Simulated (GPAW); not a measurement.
# Work function of 1T-VSeTe monolayer at several levels, part 2 of 3

Aim: the work function of both faces of 1T-VSeTe monolayer, and its spread over functionals and bases.

GPAW 26.7.0; GPAW, PAW setups; layer in a repeated cell with vacuum, relaxation of atoms and in-plane cell (the session's first sound run).

So far, upper work function (eV): step 3 (the slab's potential, PBE, GPAW) 5.03; step 4 (GPAW, PAW setups) 5.36.

### Step 5. Self-consistent run: xc = "RPBE"

Level of this step: GPAW, PAW setups; slab in vacuum (GPAW).

The same geometry under RPBE, to see how far the functional moves the levels against the vacuum.

Contents of run.py:

```python
import json
import numpy as np
from ase import Atoms
from gpaw import GPAW, PW

slab = Atoms(
    ['Te', 'V', 'Se'],
    positions=[
        [1.74436, 1.00711, 9.00000],
        [0.00000, -0.00000, 10.83149],
        [-0.00000, 2.01422, 12.29283]],
    cell=[[3.48872, -0.0, 0.0], [-1.74436, 3.02132, 0.0], [0.0, 0.0, 21.2928]],
    pbc=[True, True, False],
    magmoms=[0.0, 1.0, 0.0])

slab.calc = GPAW(mode=PW(400), xc='RPBE', kpts={'size': (9, 9, 1), 'gamma': True},
                 occupations={'name': 'fermi-dirac', 'width': 0.05}, nbands='160%',
                 convergence={'density': 1e-05}, maxiter=200,
                 poissonsolver={'dipolelayer': 'xy'},
                 symmetry={'tolerance': 1e-3}, txt='slab.txt')
result = {}
energy = slab.get_potential_energy()
fermi = slab.calc.get_fermi_level()
v = slab.calc.get_electrostatic_potential().mean((0, 1)) - fermi
n = slab.calc.get_pseudo_density().mean((0, 1))
L = slab.cell[2, 2]
z = np.arange(len(v)) * L / len(v)
low, high = slab.positions[:, 2].min(), slab.positions[:, 2].max()
below, above = np.interp([low - 6.8, high + 6.8], z, v)
slopes = [np.interp(x, z, np.gradient(v, z)) for x in (low - 6.8, high + 6.8)]
eps = np.array([[slab.calc.get_eigenvalues(k, s) for k in range(len(slab.calc.get_ibz_k_points()))]
                for s in range(slab.calc.get_number_of_spins())]) - fermi
top, bottom = eps[eps < 0].max(), eps[eps > 0].min()
dipole = slab.get_dipole_moment()[2]
print(f'energy {energy:.4f} eV, Fermi level {fermi:.4f} eV, dipole {dipole:.5f} e A')
print(f'potential 6.8 A off the faces, from the Fermi level: lower {below:.4f} eV, upper {above:.4f} eV')
print(f'slope of the potential there: lower {slopes[0]:.5f}, upper {slopes[1]:.5f} eV/A')
print(f'nearest levels on the mesh: {top:.4f} and {bottom:.4f} eV')
print('magnetic moment', round(slab.get_magnetic_moment(), 3))
result.update(energy=energy, fermi=fermi, dipole=dipole, below=below, above=above, slopes=slopes, edges=[top, bottom],
              z=z.tolist(), v=v.tolist(), n=n.tolist(), positions=slab.positions.tolist(),
              forces=slab.get_forces(apply_constraint=False).tolist(), moments=slab.get_magnetic_moments().tolist())
json.dump(result, open('result.json', 'w'))
```

Run with:

```console
> OMP_NUM_THREADS=1 OPENBLAS_NUM_THREADS=1 python run.py
```

The program printed:

```text
energy -15.6029 eV, Fermi level -1.0465 eV, dipole -0.03170 e A
potential 6.8 A off the faces, from the Fermi level: lower 4.3703 eV, upper 4.9113 eV
slope of the potential there: lower 0.00007, upper -0.00003 eV/A
nearest levels on the mesh: -0.1166 and 0.0099 eV
magnetic moment 0.964
```

Elapsed: 68 s, on 1 thread of Arm Neoverse V1, shared host; peak memory 0.25 GiB.

This step gave:

* dipole along the normal: -0.03170 e·Å
* levels nearest the Fermi level on the mesh: -0.1166, 0.009945 eV from the Fermi level
* upper work function: 4.911 eV
* lower work function: 4.370 eV
* site moments: -0.07805, 0.9939, -0.03918 μB
* sum of the site moments: 0.8767 μB

Electrostatic potential energy of an electron (without an applied field's), less the Fermi level, planar mean against z:

```
z (Å)  electrostatic potential energy of an electron (without an applied field's), less the Fermi level, planar mean (eV)
  0.0                                                                                                                4.64
  0.5                                                                                                                4.37
  1.0                                                                                                                4.37
  1.5                                                                                                                4.37
  2.0                                                                                                                4.37
  2.5                                                                                                                4.37
  3.0                                                                                                                4.37
  3.5                                                                                                                4.37
  4.0                                                                                                                4.37
  4.5                                                                                                                4.37
  5.0                                                                                                                4.37
  5.5                                                                                                                4.37
  6.0                                                                                                                4.35
  6.5                                                                                                                4.31
  7.0                                                                                                                4.11
  7.5                                                                                                                3.34
  8.0                                                                                                               0.284
  8.5                                                                                                               -9.89
  9.0                                                                                                               -21.6
  9.5                                                                                                               -10.6
 10.0                                                                                                               -3.48
 10.5                                                                                                               -8.69
 11.0                                                                                                               -11.2
 11.5                                                                                                               -5.58
 12.0                                                                                                               -13.0
 12.5                                                                                                               -14.3
 13.0                                                                                                              -0.805
 13.5                                                                                                                3.61
 14.0                                                                                                                4.62
 14.5                                                                                                                4.84
 15.0                                                                                                                4.90
 15.5                                                                                                                4.91
 16.0                                                                                                                4.91
 16.5                                                                                                                4.91
 17.0                                                                                                                4.91
 17.5                                                                                                                4.91
 18.0                                                                                                                4.91
 18.5                                                                                                                4.91
 19.0                                                                                                                4.91
 19.5                                                                                                                4.91
 20.0                                                                                                                4.91
 20.5                                                                                                                4.91
 21.0                                                                                                                4.85
```

The upper face's work function is 4.911 eV, against 5.029 eV in the first plane-wave PBE run at this geometry.

### Step 6. Self-consistent run: xc = "revPBE"

The same geometry under revPBE, to see how far the functional moves the levels against the vacuum.

Edit run.py of step 5 so:

```diff
@@ -15,3 +15,3 @@
 
-slab.calc = GPAW(mode=PW(400), xc='RPBE', kpts={'size': (9, 9, 1), 'gamma': True},
+slab.calc = GPAW(mode=PW(400), xc='revPBE', kpts={'size': (9, 9, 1), 'gamma': True},
                  occupations={'name': 'fermi-dirac', 'width': 0.05}, nbands='160%',
```

The program printed:

```text
energy -15.7636 eV, Fermi level -1.0630 eV, dipole -0.03137 e A
potential 6.8 A off the faces, from the Fermi level: lower 4.3816 eV, upper 4.9169 eV
slope of the potential there: lower 0.00007, upper -0.00003 eV/A
nearest levels on the mesh: -0.0014 and 0.0592 eV
magnetic moment 0.95
```

Wall time 67 s (1 thread); peak memory 0.25 GiB.

This step gave:

- dipole along the normal: -0.03137 e·Å
- levels nearest the Fermi level on the mesh: -0.001350, 0.05924 eV from the Fermi level
- upper work function: 4.917 eV
- lower work function: 4.382 eV
- site moments: -0.07471, 0.9736, -0.03682 μB
- sum of the site moments: 0.8621 μB

Electrostatic potential energy of an electron (without an applied field's), less the Fermi level, planar mean against z:

```
z (Å)  electrostatic potential energy of an electron (without an applied field's), less the Fermi level, planar mean (eV)
  0.0                                                                                                                4.65
  0.5                                                                                                                4.38
  1.0                                                                                                                4.38
  1.5                                                                                                                4.38
  2.0                                                                                                                4.38
  2.5                                                                                                                4.38
  3.0                                                                                                                4.38
  3.5                                                                                                                4.38
  4.0                                                                                                                4.38
  4.5                                                                                                                4.38
  5.0                                                                                                                4.38
  5.5                                                                                                                4.38
  6.0                                                                                                                4.37
  6.5                                                                                                                4.32
  7.0                                                                                                                4.13
  7.5                                                                                                                3.37
  8.0                                                                                                               0.315
  8.5                                                                                                               -9.86
  9.0                                                                                                               -21.6
  9.5                                                                                                               -10.6
 10.0                                                                                                               -3.44
 10.5                                                                                                               -8.65
 11.0                                                                                                               -11.1
 11.5                                                                                                               -5.55
 12.0                                                                                                               -12.9
 12.5                                                                                                               -14.3
 13.0                                                                                                              -0.777
 13.5                                                                                                                3.63
 14.0                                                                                                                4.63
 14.5                                                                                                                4.85
 15.0                                                                                                                4.90
 15.5                                                                                                                4.91
 16.0                                                                                                                4.92
 16.5                                                                                                                4.92
 17.0                                                                                                                4.92
 17.5                                                                                                                4.92
 18.0                                                                                                                4.92
 18.5                                                                                                                4.92
 19.0                                                                                                                4.92
 19.5                                                                                                                4.92
 20.0                                                                                                                4.92
 20.5                                                                                                                4.92
 21.0                                                                                                                4.86
```

The upper face's work function is 4.917 eV, against 5.029 eV in the first plane-wave PBE run at this geometry.

### Step 7. OptPBE vdW: xc = "optPBE-vdW"

The same geometry under optPBE-vdW, to see how far the functional moves the levels against the vacuum (the van der Waals functionals take revPBE setups).

Edit run.py of step 6 so:

```diff
@@ -15,3 +15,3 @@
 
-slab.calc = GPAW(mode=PW(400), xc='revPBE', kpts={'size': (9, 9, 1), 'gamma': True},
+slab.calc = GPAW(mode=PW(400), xc='optPBE-vdW', kpts={'size': (9, 9, 1), 'gamma': True},
                  occupations={'name': 'fermi-dirac', 'width': 0.05}, nbands='160%',
```

The program printed:

```text
energy -51.6081 eV, Fermi level -1.3335 eV, dipole -0.03148 e A
potential 6.8 A off the faces, from the Fermi level: lower 4.7127 eV, upper 5.2499 eV
slope of the potential there: lower 0.00006, upper -0.00003 eV/A
nearest levels on the mesh: -0.0324 and 0.0100 eV
magnetic moment 0.89
```

Elapsed: 87 s, on 1 thread; peak memory 0.42 GiB.

Numbers from this step:

```
dipole along the normal                    : -0.03148 e·Å
levels nearest the Fermi level on the mesh : -0.03240, 0.009992 eV from the Fermi level
upper work function                        : 5.250 eV
lower work function                        : 4.713 eV
site moments                               : -0.06483, 0.8988, -0.02888 μB
sum of the site moments                    : 0.8051 μB
```

Table of electrostatic potential energy of an electron (without an applied field's), less the Fermi level, planar mean by z:

```
z (Å)  electrostatic potential energy of an electron (without an applied field's), less the Fermi level, planar mean (eV)
    0                                                                                                                4.98
    1                                                                                                                4.71
    2                                                                                                                4.71
    3                                                                                                                4.71
    4                                                                                                                4.71
    5                                                                                                                4.71
    6                                                                                                                4.69
    7                                                                                                                4.42
    8                                                                                                               0.480
    9                                                                                                               -21.5
   10                                                                                                               -3.35
   11                                                                                                               -11.0
   12                                                                                                               -12.8
   13                                                                                                              -0.610
   14                                                                                                                4.92
   15                                                                                                                5.23
   16                                                                                                                5.25
   17                                                                                                                5.25
   18                                                                                                                5.25
   19                                                                                                                5.25
   20                                                                                                                5.25
   21                                                                                                                5.19
```

The upper face's work function is 5.250 eV, against 5.029 eV in the first plane-wave PBE run at this geometry.

### Step 8. Self-consistent run: xc = "LDA"

The same geometry under LDA, to see how far the functional moves the levels against the vacuum.

Edit run.py of step 7 so:

```diff
@@ -15,3 +15,3 @@
 
-slab.calc = GPAW(mode=PW(400), xc='optPBE-vdW', kpts={'size': (9, 9, 1), 'gamma': True},
+slab.calc = GPAW(mode=PW(400), xc='LDA', kpts={'size': (9, 9, 1), 'gamma': True},
                  occupations={'name': 'fermi-dirac', 'width': 0.05}, nbands='160%',
```

The program printed:

```text
energy -18.8275 eV, Fermi level -1.4542 eV, dipole -0.02986 e A
potential 6.8 A off the faces, from the Fermi level: lower 4.7756 eV, upper 5.2849 eV
slope of the potential there: lower 0.00007, upper -0.00003 eV/A
nearest levels on the mesh: -0.0870 and 0.0403 eV
magnetic moment 0.725
```

Wall time 60 s (1 thread); peak memory 0.24 GiB.

This step gave:

```yaml
dipole_along_the_normal: -0.02986 e·Å
levels_nearest_the_fermi_level_on_the_mesh: -0.08699, 0.04030 eV from the Fermi level
upper_work_function: 5.285 eV
lower_work_function: 4.776 eV
site_moments: -0.03784, 0.6833, -0.01124 μB
sum_of_the_site_moments: 0.6342 μB
```

The upper face's work function is 5.285 eV, against 5.029 eV in the first plane-wave PBE run at this geometry.

(Part 2 of 3 ends here.)

[Logs are printed without paths, hosts, clocks, repeated set-up lines and the standing remarks that a program may print on its own settings, such as how far it seeks lower states.]

[Hosts, paths, dates, database ids (printed as entryN), source tags and the programs' standing remarks are cut or masked in the printed files.]
